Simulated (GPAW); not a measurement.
The Y L₃ edge of atom 2 in YAgS2 (R3m), with 3 S at 2.68 Å and 3 S at 2.82 Å (distorted octahedral, site symmetry 3m), was computed in 2 ways: full core hole (charged cell) and no core hole. Program and functional: GPAW, LDA, Gaussian full width 1.5 eV up to 4 eV, rising linearly to 3.5 eV at 25 eV; cells of 4 and 12 atoms (the run without a hole in the smaller).

Each run is counted from its own lowest empty level or Fermi level and scaled to a mean of 1 over its first 20 eV.

| E (eV) | run 1 | run 2 |
| --- | --- | --- |
| -2.0 | 0.00 | 0.01 |
| -1.4 | 0.01 | 0.10 |
| -0.8 | 0.08 | 0.76 |
| -0.2 | 0.31 | 2.58 |
| 0.4 | 0.75 | 3.99 |
| 1.0 | 1.24 | 3.46 |
| 1.6 | 1.72 | 3.17 |
| 2.2 | 2.26 | 3.33 |
| 2.8 | 2.62 | 2.70 |
| 3.4 | 2.57 | 1.75 |
| 4.0 | 2.29 | 1.01 |
| 4.6 | 1.89 | 0.63 |
| 5.2 | 1.45 | 0.50 |
| 5.8 | 1.09 | 0.45 |
| 6.4 | 0.88 | 0.44 |
| 7.0 | 0.76 | 0.48 |
| 7.6 | 0.73 | 0.55 |
| 8.2 | 0.80 | 0.62 |
| 8.8 | 0.88 | 0.69 |
| 9.4 | 0.87 | 0.72 |
| 10.0 | 0.82 | 0.67 |
| 10.6 | 0.77 | 0.59 |
| 11.2 | 0.71 | 0.52 |
| 11.8 | 0.64 | 0.48 |
| 12.4 | 0.60 | 0.47 |
| 13.0 | 0.60 | 0.49 |
| 13.6 | 0.60 | 0.50 |
| 14.2 | 0.58 | 0.50 |
| 14.8 | 0.57 | 0.49 |
| 15.4 | 0.55 | 0.48 |
| 16.0 | 0.56 | 0.48 |
| 16.6 | 0.56 | 0.49 |
| 17.2 | 0.56 | 0.49 |
| 17.8 | 0.54 | 0.49 |
| 18.4 | 0.52 | 0.48 |
| 19.0 | 0.50 | 0.48 |
| 19.6 | 0.51 | 0.49 |
| 20.2 | 0.53 | 0.51 |
| 20.8 | 0.56 | 0.53 |
| 21.4 | 0.57 | 0.55 |
| 22.0 | 0.58 | 0.56 |
| 22.6 | 0.58 | 0.56 |
| 23.2 | 0.58 | 0.56 |
| 23.8 | 0.59 | 0.56 |
| 24.4 | 0.60 | 0.57 |
| 25.0 | 0.62 | 0.58 |
| 25.6 | 0.63 | 0.58 |
| 26.2 | 0.63 | 0.57 |
| 26.8 | 0.61 | 0.57 |
| 27.4 | 0.59 | 0.55 |
| 28.0 | 0.57 | 0.53 |
| 28.6 | 0.54 | 0.52 |
| 29.2 | 0.51 | 0.50 |
| 29.8 | 0.50 | 0.49 |
| 30.4 | 0.50 | 0.50 |
| 31.0 | 0.52 | 0.51 |
| 31.6 | 0.55 | 0.53 |

Which run is which?

Run 1: no core hole (area from −2 to 6 eV 10.9, main maxima 3.0 eV (2.65), 9.0 eV (0.88) and 25.8 eV (0.63)). Run 2: full core hole (charged cell) (area from −2 to 6 eV 14.6, main maxima 0.4 eV (3.99), 2.0 eV (3.34), 9.4 eV (0.72) and 25.6 eV (0.58)). With each curve scaled to its own mean, the area from −2 to 6 eV with the hole is 14.6 against 10.9, and the centre of weight from −1 to 20 eV moves by -1.9 eV: the hole pulls the absorber's empty states down.

[Hosts, paths, dates, database ids (printed as entryN), source tags and the programs' standing remarks are cut or masked in the printed files.]

[Lists of maxima count a maximum above −3 eV only where it reaches 4 % of the highest in the window and stands out from its surroundings by 2 % of it (1.5 % where it reaches 55 %); shoulders and weaker maxima are passed over, and of the rest the first, up to two pre-edge ones and the few strongest are named.]
